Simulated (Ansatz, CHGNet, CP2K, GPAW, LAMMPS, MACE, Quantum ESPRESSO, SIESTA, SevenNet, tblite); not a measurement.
## Quantum ESPRESSO on glassy Na2Si4O9 (90 atoms): settings compared

How far do other settings of Quantum ESPRESSO move the forces in glassy Na2Si4O9 (90 atoms)? One run of the same program serves as the yardstick.

Program: Quantum ESPRESSO 7.5. Level of theory: the method is named at each step. Results are calculated unless marked as measured.

**1. Starting point**

The cell holds 90 atoms: 12 Na, 54 O and 24 Si. Its edges and angles: a = 10.817 Å, b = 10.817 Å, c = 10.817 Å, α = 90.0°, β = 90.0°, γ = 90.0°. 90 atoms (12 Na, 54 O, 24 Si) placed at random at 2.38 g/cm³, melted at 4500 K for 20 ps at fixed volume with the Morse and Coulomb pair potential with partial charges (Pedone, Malavasi, Menziani, Cormack and Segre, J. Phys. Chem. B 110, 11780 (2006)). Quenched from 4500 K to 300 K at 10 K/ps and fixed volume, held 5 ps.

The yardstick, on the same geometry:

```
method                                           : Kohn-Sham DFT, PBE, SSSP efficiency 1.3.0 pseudopotentials, plane waves (Quantum ESPRESSO 7.5); sssp-pbe-1.3.0-efficiency, cutoffs 60/480 Ry, Γ point
r.m.s. force component                           : 1.318 eV/Å
longest force                                    : 5.296 eV/Å
pressure                                         : 5.227 GPa
gap (highest filled to lowest empty level) : 2.733 eV
time                                             : 2.7 min on 4 MPI ranks of Arm Neoverse V2, shared host
CPU time                                         : 11 min
```

**2. PBE+D3(BJ), sssp-1.3.0-efficiency, 60/480 Ry**

Method: Kohn-Sham DFT, PBE+D3(BJ), SSSP efficiency 1.3.0 pseudopotentials, plane waves.

The input, pw.in:

```
&control
  calculation = 'scf'
  pseudo_dir = './pseudo'
  outdir = './tmp'
  disk_io = 'none'
  tprnfor = .true.
  tstress = .true.
/
&system
  ibrav = 0
  nat = 90
  ntyp = 3
  ecutwfc = 60
  ecutrho = 480
  nosym = .true.
  occupations = 'smearing'
  smearing = 'fd'
  degauss = 0.003675
  vdw_corr = 'dft-d3'
  dftd3_version = 4
  dftd3_threebody = .false.
/
&electrons
  conv_thr = 4.5e-07
  electron_maxstep = 100
  mixing_beta = 0.4
  mixing_mode = 'plain'
  diagonalization = 'david'
/
ATOMIC_SPECIES
Na 22.990 Na.upf
O 15.999 O.upf
Si 28.085 Si.upf
CELL_PARAMETERS angstrom
10.81660 0.00000 0.00000
0.00000 10.81660 0.00000
0.00000 0.00000 10.81660
ATOMIC_POSITIONS crystal
Na 0.40930 0.89040 0.16156
Na 0.54137 0.77923 0.96578
Na 0.46190 0.30950 0.69964
Na 0.53221 0.11486 0.44891
Na 0.55487 0.60050 0.42996
Na 0.56074 0.30989 0.00757
Na 0.87082 0.13334 0.22742
Na 0.63475 0.84169 0.38422
Na 0.65250 0.11980 0.22936
Na 0.83020 0.61887 0.56630
Na 0.95875 0.32004 0.54337
Na 0.68222 0.29736 0.69724
O 0.56332 0.12333 0.68403
O 0.43060 0.44124 0.21603
O 0.14213 0.68324 0.98044
O 0.27493 0.16361 0.73112
O 0.45412 0.08192 0.87765
O 0.97624 0.51084 0.93341
O 0.32597 0.43802 0.56698
O 0.93654 0.44201 0.35240
O 0.21630 0.15027 0.97546
O 0.17922 0.89533 0.07095
O 0.24349 0.79253 0.46037
O 0.20649 0.45811 0.97993
O 0.90252 0.90710 0.77988
O 0.78224 0.54292 0.78336
O 0.42532 0.66872 0.63113
O 0.06602 0.64576 0.39501
O 0.33334 0.52145 0.78669
O 0.72186 0.47090 0.46664
O 0.69410 0.55189 0.99760
O 0.35300 0.80986 0.92339
O 0.67909 0.98060 0.85783
O 0.98635 0.87914 0.20761
O 0.89328 0.08833 0.92398
O 0.08855 0.04439 0.66798
O 0.21214 0.94931 0.29909
O 0.64123 0.75036 0.55842
O 0.35816 0.27703 0.37379
O 0.42006 0.53875 0.00264
O 0.76966 0.22677 0.06700
O 0.36914 0.30757 0.90258
O 0.17941 0.24110 0.52774
O 0.17508 0.43244 0.38067
O 0.19192 0.61415 0.59832
O 0.76900 0.25952 0.36276
O 0.57359 0.63843 0.16804
O 0.43823 0.91973 0.36605
O 0.80608 0.69629 0.17289
O 0.14247 0.86517 0.81978
O 0.85448 0.32204 0.85676
O 0.98563 0.43996 0.69849
O 0.08215 0.09444 0.16630
O 0.46226 0.20152 0.16734
O 0.83801 0.86799 0.01588
O 0.07267 0.53544 0.16770
[... 30 atom lines left out ...]
Si 0.54616 0.01566 0.77952
Si 0.20552 0.11602 0.60886
Si 0.71743 0.58737 0.14257
Si 0.43132 0.57444 0.15248
K_POINTS gamma
```

The run is started by

```bash
OMP_NUM_THREADS=1 mpirun -np 4 pw.x -in pw.in > output.txt
```

The program printed:

```text
Program PWSCF
     gamma-point specific algorithms are used
     one sub-group per band group will be used
     scalapack distributed-memory algorithm (size of sub-group:  2*  2 procs)
     Parallelization info
     sticks:   dense  smooth     PW     G-vecs:    dense   smooth      PW
     Min        3990    1996    500               379109   134096   16759
     Max        3992    1998    501               379116   134101   16764
     Sum       15965    7989   2001              1516451   536393   67043
     bravais-lattice index     =            0
     lattice parameter (alat)  =      20.4404  a.u.
     unit-cell volume          =    8540.2171 (a.u.)^3
     number of atoms/cell      =           90
     number of atomic types    =            3
     number of electrons       =       528.00
     number of Kohn-Sham states=          317
     kinetic-energy cutoff     =      60.0000  Ry
     charge density cutoff     =     480.0000  Ry
     scf convergence threshold =      4.5E-07
     mixing beta               =       0.4000
     number of iterations used =            8  plain     mixing
     Exchange-correlation= PBE
                           (   1   4   3   4   0   0   0)
     crystal axes: (cart. coord. in units of alat)
               a(1) = (   1.000000   0.000000   0.000000 )
               a(2) = (   0.000000   1.000000   0.000000 )
               a(3) = (   0.000000   0.000000   1.000000 )
     reciprocal axes: (cart. coord. in units 2 pi/alat)
               b(1) = (  1.000000  0.000000  0.000000 )
               b(2) = (  0.000000  1.000000  0.000000 )
               b(3) = (  0.000000  0.000000  1.000000 )
     PseudoPot. # 1 for Na:
     Pseudo is Ultrasoft, Zval =  9.0
     PseudoPot. # 2 for O :
     Pseudo is Projector augmented-wave + core cor, Zval =  6.0
     PseudoPot. # 3 for Si:
     Pseudo is Ultrasoft + core correction, Zval =  4.0
     atomic species   valence    mass     pseudopotential
     Na                9.00    22.99000     Na( 1.00)
     O                 6.00    15.99900     O ( 1.00)
     Si                4.00    28.08500     Si( 1.00)
     No symmetry found
   Cartesian axes
     --------------------------------------------
     DFT-D3 Dispersion Correction (no 3-body):
     --------------------------------------------
       Reference C6 values for interpolation:
         atom   Coordination number   C6
         O          0.000            31.01
         O          0.993            25.63
         O          1.989            20.74
         Na         0.000          3216.06
         Na         0.968           372.21
         Si         0.000           635.71
         Si         0.951           540.53
         Si         1.944           466.25
         Si         2.941           443.01
         Si         3.868           299.55
       Values used:
         atom   Coordination number  R0_AB[au]  C6      C8
         Na         8.053            3.504    372.21  48432.19
         Na         7.576            3.504    372.21  48432.19
         Na        10.469            3.504    372.21  48432.19
         Na         6.887            3.504    372.21  48432.19
         Na         7.113            3.504    372.21  48432.19
         Na         9.591            3.504    372.21  48432.19
[...]
Si         4.962            3.583    299.55  21425.66
         Si         5.307            3.583    299.55  21425.58
         Si         5.989            3.583    299.55  21425.58
         Molecular C6 ( Ry / a.u.^6 ) =    738701.48
     number of k points=     1  Fermi-Dirac smearing, width (Ry)=  0.0037
                       cart. coord. in units 2pi/alat
        k(    1) = (   0.0000000   0.0000000   0.0000000), wk =   2.0000000
     Dense  grid:   758226 G-vectors     FFT dimensions: ( 144, 144, 144)
     Smooth grid:   268197 G-vectors     FFT dimensions: ( 108, 108, 108)
     Initial potential from superposition of free atoms
     starting charge     527.9110, renormalised to     528.0000
     Starting wfcs are  372 randomized atomic wfcs
     Self-consistent Calculation
     iteration #  1     ecut=    60.00 Ry     beta= 0.40
     total energy              =   -3671.98639084 Ry
     estimated scf accuracy    <      23.87108647 Ry
     iteration #  2     ecut=    60.00 Ry     beta= 0.40
     total energy              =   -3677.43739207 Ry
     estimated scf accuracy    <       0.96576035 Ry
     iteration #  3     ecut=    60.00 Ry     beta= 0.40
     total energy              =   -3677.49094577 Ry
     estimated scf accuracy    <       0.37259095 Ry
     iteration #  4     ecut=    60.00 Ry     beta= 0.40
     total energy              =   -3677.52459042 Ry
     estimated scf accuracy    <       0.05873478 Ry
     iteration #  5     ecut=    60.00 Ry     beta= 0.40
     c_bands:  1 eigenvalues not converged
     total energy              =   -3677.52609409 Ry
     estimated scf accuracy    <       0.02001963 Ry
     iteration #  6     ecut=    60.00 Ry     beta= 0.40
     total energy              =   -3677.52538472 Ry
     estimated scf accuracy    <       0.00402593 Ry
     iteration #  7     ecut=    60.00 Ry     beta= 0.40
     total energy              =   -3677.52714784 Ry
     estimated scf accuracy    <       0.00094200 Ry
     iteration #  8     ecut=    60.00 Ry     beta= 0.40
     total energy              =   -3677.52720904 Ry
     estimated scf accuracy    <       0.00012456 Ry
     iteration #  9     ecut=    60.00 Ry     beta= 0.40
     total energy              =   -3677.52726543 Ry
     estimated scf accuracy    <       0.00001033 Ry
     iteration # 10     ecut=    60.00 Ry     beta= 0.40
     total energy              =   -3677.52727061 Ry
     estimated scf accuracy    <       0.00000051 Ry
     iteration # 11     ecut=    60.00 Ry     beta= 0.40
     End of self-consistent calculation
          k = 0.0000 0.0000 0.0000 ( 33522 PWs)   bands (ev):
   -48.5217 -47.6930 -47.5830 -47.4861 -47.4028 -47.2678 -47.1535 -47.1097
   -47.0506 -47.0270 -46.7604 -46.6995 -20.4996 -20.4225 -20.3868 -19.8759
   -19.6781 -19.5790 -19.5673 -19.5136 -19.4369 -19.4350 -19.4298 -19.4126
   -19.3567 -19.3191 -19.2858 -19.2819 -19.1682 -19.1530 -19.1360 -19.1304
   -19.1098 -19.0352 -19.0298 -19.0268 -18.9962 -18.9878 -18.9832 -18.9717
   -18.9351 -18.9017 -18.7429 -18.7119 -18.6595 -18.6511 -18.6153 -18.6050
[...]
10.4856  10.5648  10.5927  10.6388  10.6998  10.7961  10.8264  10.8539
    10.9419  10.9719  11.0620  11.0655  11.0870  11.1903  11.2316  11.2616
    11.3547  11.4021  11.4461  11.5002  11.5877  11.6156  11.6584  11.6757
    11.7671  11.8072  11.8500  11.9117  11.9935
     the Fermi energy is     4.8041 ev
!    total energy              =   -3677.52727273 Ry
     estimated scf accuracy    <       0.00000030 Ry
     smearing contrib. (-TS)   =      -0.00000000 Ry
     internal energy E=F+TS    =   -3677.52727273 Ry
     The total energy is F=E-TS. E is the sum of the following terms:
     one-electron contribution =   -2156.91266491 Ry
     hartree contribution      =    1327.19846081 Ry
     xc contribution           =    -733.99821342 Ry
     ewald contribution        =   -1599.93383582 Ry
     DFT-D3 Dispersion         =      -0.95955041 Ry
     one-center paw contrib.   =    -512.92146898 Ry
     convergence has been achieved in  11 iterations
     Forces acting on atoms (cartesian axes, Ry/au):
     atom    1 type  1   force =    -0.03128223   -0.01778828   -0.01062815
     atom    2 type  1   force =     0.00700792   -0.00647689    0.00250567
     atom    3 type  1   force =    -0.03345817    0.00461155   -0.00601230
     atom    4 type  1   force =    -0.02232324   -0.00118012    0.02890137
     atom    5 type  1   force =    -0.00350802   -0.02428946   -0.00322399
     atom    6 type  1   force =     0.03635164    0.00377482    0.01055798
[...]
atom   88 type  3   force =     0.02802505   -0.05234615    0.02433208
     atom   89 type  3   force =    -0.12531358   -0.10223368   -0.03585219
     atom   90 type  3   force =     0.03663557   -0.02188207   -0.05640481
     Total force =     0.842509     Total SCF correction =     0.001238
     Computing stress (Cartesian axis) and pressure
          total   stress  (Ry/bohr**3)                   (kbar)     P=       34.87
   0.00032283  -0.00011793  -0.00015482           47.49      -17.35      -22.78
  -0.00011793   0.00021114  -0.00000954          -17.35       31.06       -1.40
  -0.00015482  -0.00000954   0.00017719          -22.78       -1.40       26.07
     Message from routine punch:
     Nothing written, as per user request (disk_io='none')
```

Run time: 2.9 min. Hardware: 4 MPI ranks of Arm Neoverse V2, shared host; peak memory 4.1 GiB; 12 min of CPU time.

Banners, paths, timers and routine set-up lines are dropped from the logs unmarked, and long logs keep their key lines alone; longer cuts are marked.

Compared with the plane-wave run:

```yaml
r_m_s_force_component: 1.318 eV/Å
r_m_s_difference_of_force_components: 8.93 meV/Å
longest_difference_of_force_vectors: 32.43 meV/Å
force_difference_over_r_m_s_force: 0.6775 %
slope_of_forces_against_the_reference_s: 1
correlation_of_force_components: 1
spacing_of_highest_filled_and_lowest_empty_level: 2.733 eV
gap_difference: 0 eV
pressure: 3.487 GPa
pressure_difference: -1.74 GPa
```

Length of the force difference by element (eV/Å):

```
element  atoms   mean   most
     Na     12  0.017  0.030
      O     54  0.009  0.028
     Si     24  0.021  0.032
```

Levels nearest the highest filled one (eV from it): -1.39, -1.35, -1.09, -0.92, -0.81, -0.68, -0.59, -0.48, -0.43, -0.25, -0.20, 0.00, 2.73, 4.00, 4.17, 4.32, 4.54, 4.74, 4.95, 5.16, 5.37, 5.42, 5.63, 5.82.

The surroundings of O64, which has 4 bonded neighbours where the commonest count for O is 2, nearest first, numbered as they follow in the input and with coordinates relative to it.

```csv
atom,x,y,z,distance (Å),bonds,Fx,Fy,Fz (eV/Å)
O64,0.00,0.00,0.00,0.00,4,-2.01,1.35,1.91
Si84,0.97,-0.98,-0.69,1.55,4,1.73,0.76,-2.80
Na9,-1.09,2.02,-0.02,2.30,4,-0.38,0.59,-0.96
Na8,-1.29,-0.99,1.65,2.31,3,0.03,0.35,-0.42
Na7,1.27,2.17,-0.05,2.51,4,0.79,0.00,0.19
O34,2.52,-0.58,-0.26,2.60,2,-0.82,-0.82,0.98
O55,0.91,-0.70,-2.33,2.60,2,-0.32,0.36,-1.36
O49,0.57,-2.56,-0.64,2.70,2,2.01,1.15,1.20
O41,0.17,3.18,-1.78,3.65,4,-1.95,0.13,1.73
```

Forces lie 0.68 % from the reference's, at 1.1 times its CPU time.

**3. PBE, gbrv-1.5, 40/200 Ry**

Method: Kohn-Sham DFT, PBE, GBRV 1.5 ultrasoft pseudopotentials, plane waves.

The pseudopotential files are exchanged too: ./pseudo now holds the set gbrv-pbe-1.5.

Changes to pw.in since step 2:

```diff
@@ -12,4 +12,4 @@
   ntyp = 3
-  ecutwfc = 60
-  ecutrho = 480
+  ecutwfc = 40
+  ecutrho = 200
   nosym = .true.
@@ -18,5 +18,2 @@
   degauss = 0.003675
-  vdw_corr = 'dft-d3'
-  dftd3_version = 4
-  dftd3_threebody = .false.
 /
```

The run is started by

```bash
OMP_NUM_THREADS=1 mpirun -np 2 pw.x -in pw.in > output.txt
```

The program printed:

```text
[banner, memory and clock lines left out]
Program PWSCF
     gamma-point specific algorithms are used
     bravais-lattice index     =            0
     lattice parameter (alat)  =      20.4404  a.u.
     unit-cell volume          =    8540.2171 (a.u.)^3
[... lines left out ...]
     number of k points=     1  Fermi-Dirac smearing, width (Ry)=  0.0037
[... lines left out ...]
     total energy              =   -3121.66383984 Ry
[... lines left out ...]
     total energy              =   -3126.89779603 Ry
[... lines left out ...]
     total energy              =   -3126.93538911 Ry
[... lines left out ...]
     total energy              =   -3126.96797740 Ry
[... lines left out ...]
     total energy              =   -3126.96797878 Ry
[... lines left out ...]
     the Fermi energy is     4.7969 ev
!    total energy              =   -3126.96797991 Ry
     estimated scf accuracy    <       0.00000018 Ry
     smearing contrib. (-TS)   =      -0.00000000 Ry
     internal energy E=F+TS    =   -3126.96797991 Ry
     The total energy is F=E-TS. E is the sum of the following terms:
     one-electron contribution =   -2178.61386476 Ry
     hartree contribution      =    1333.63506669 Ry
     xc contribution           =    -682.05533834 Ry
     ewald contribution        =   -1599.93384350 Ry
     convergence has been achieved in  10 iterations
     Forces acting on atoms (cartesian axes, Ry/au):
     atom    1 type  1   force =    -0.03166175   -0.01872639   -0.01011731
     atom    2 type  1   force =     0.00741086   -0.00625691    0.00276742
     atom    3 type  1   force =    -0.03376608    0.00401592   -0.00610568
[...]
atom   89 type  3   force =    -0.12605223   -0.10041708   -0.03515620
     atom   90 type  3   force =     0.03414186   -0.01948016   -0.05399596
     Total force =     0.831065     Total SCF correction =     0.001189
     Computing stress (Cartesian axis) and pressure
          total   stress  (Ry/bohr**3)                   (kbar)     P=       52.50
   0.00044049  -0.00011667  -0.00015023           64.80      -17.16      -22.10
  -0.00011667   0.00033240  -0.00001055          -17.16       48.90       -1.55
  -0.00015023  -0.00001055   0.00029774          -22.10       -1.55       43.80
     Message from routine punch:
     Nothing written, as per user request (disk_io='none')
```

Run time: 2.4 min. Hardware: 2 MPI ranks; peak memory 1.4 GiB; 4.9 min of CPU time.

Numbers from this run, and their distance from the reference:

- r.m.s. force component: 1.3 eV/Å
- r.m.s. difference of force components: 30.79 meV/Å
- longest difference of force vectors: 145 meV/Å
- force difference over r.m.s. force: 2.336 %
- slope of forces against the reference's: 0.9863
- correlation of force components: 0.9998
- gap (highest filled to lowest empty level): 2.741 eV
- gap difference: 0.0073 eV
- pressure: 5.25 GPa
- pressure difference: 0.0227 GPa

Against the first run (0.68 %), the force difference from the reference is 2.3 %, at 0.42 times the CPU time (on 2 against 4 cores).

The run ends at a pressure of 5.25 GPa, with forces up to 5.2 eV/Å.

**4. The ladder**

Differences are against the plane-wave reference, forces as r.m.s. over components; share is that over the reference's r.m.s. force, slope the least-squares factor from reference forces to these. Total energies of different programs have different zeros and aren't compared.

| run | Δ force, r.m.s. (meV/Å) | share (%) | slope | Δ pressure (GPa) | Δ gap (eV) | cores | CPU time | memory (GiB) |
| --- | --- | --- | --- | --- | --- | --- | --- | --- |
| reference | - | - | - | - | - | 4 | 11 min | 4.1 |
| QE PBE+D3(BJ), sssp-1.3.0-efficiency, 60/480 Ry | 8.93 | 0.677 | 1.000 | -1.74 | 0 | 4 | 12 min | 4.1 |
| QE PBE, gbrv-1.5, 40/200 Ry | 30.8 | 2.34 | 0.986 | 0.0227 | 0.0073 | 2 | 4.9 min | 1.4 |

CPU time is summed over cores on a shared host, where runs went side by side, so it is rough. Symmetry, cutoffs, thresholds, outputs and thread counts weren't matched or tuned between programs; memory under MPI is the largest rank's times the ranks.

**5. What came out**

| Item | Value |
| --- | --- |
| nearest in forces | QE PBE+D3(BJ), sssp-1.3.0-efficiency, 60/480 Ry, 0.68 % |
| its CPU time | 12 min |

In words: PBE on plane waves or a grid with other potentials, cutoffs or grids differs from the reference by 2.3 % (QE PBE, gbrv-1.5, 40/200 Ry) of the r.m.s. force; this holds the reference's own error, so differences of a few per cent don't tell which side is nearer the exact PBE result. In the reference's own program, potentials and cutoffs, a change of model alone moves forces by 0.68 % (QE PBE+D3(BJ), sssp-1.3.0-efficiency, 60/480 Ry). One electronic-structure run takes under half the reference's CPU time: QE PBE, gbrv-1.5, 40/200 Ry, at 2.3 % in 4.9 min against 11 min. PBE gaps agree with the reference's 2.73 eV within 0.008 eV. The reference's pressure holds the uncorrected Pulay stress of its 60 Ry basis, so small pressure differences, and their order, may be the reference's own error. The quench rate of 10 K/ps is many orders above laboratory rates, so the cell is likely richer in defects and strain than a real sample. The network of bonds at the start is that of the classical potential that made the cell, and needn't be the one that DFT or experiment would give. The electronic-structure runs sample only Γ, in a cell whose shortest periodic width is 11 Å.

[Also dropped from logs without a mark: logging warnings of Python, and SIESTA's first energy breakdown and zero terms.]

[Logs are printed without paths, hosts, clocks, repeated set-up lines and the standing remarks that a program may print on its own settings, such as how far it seeks lower states.]

[Hosts, paths, dates, database ids (printed as entryN), source tags and the programs' standing remarks are cut or masked in the printed files.]
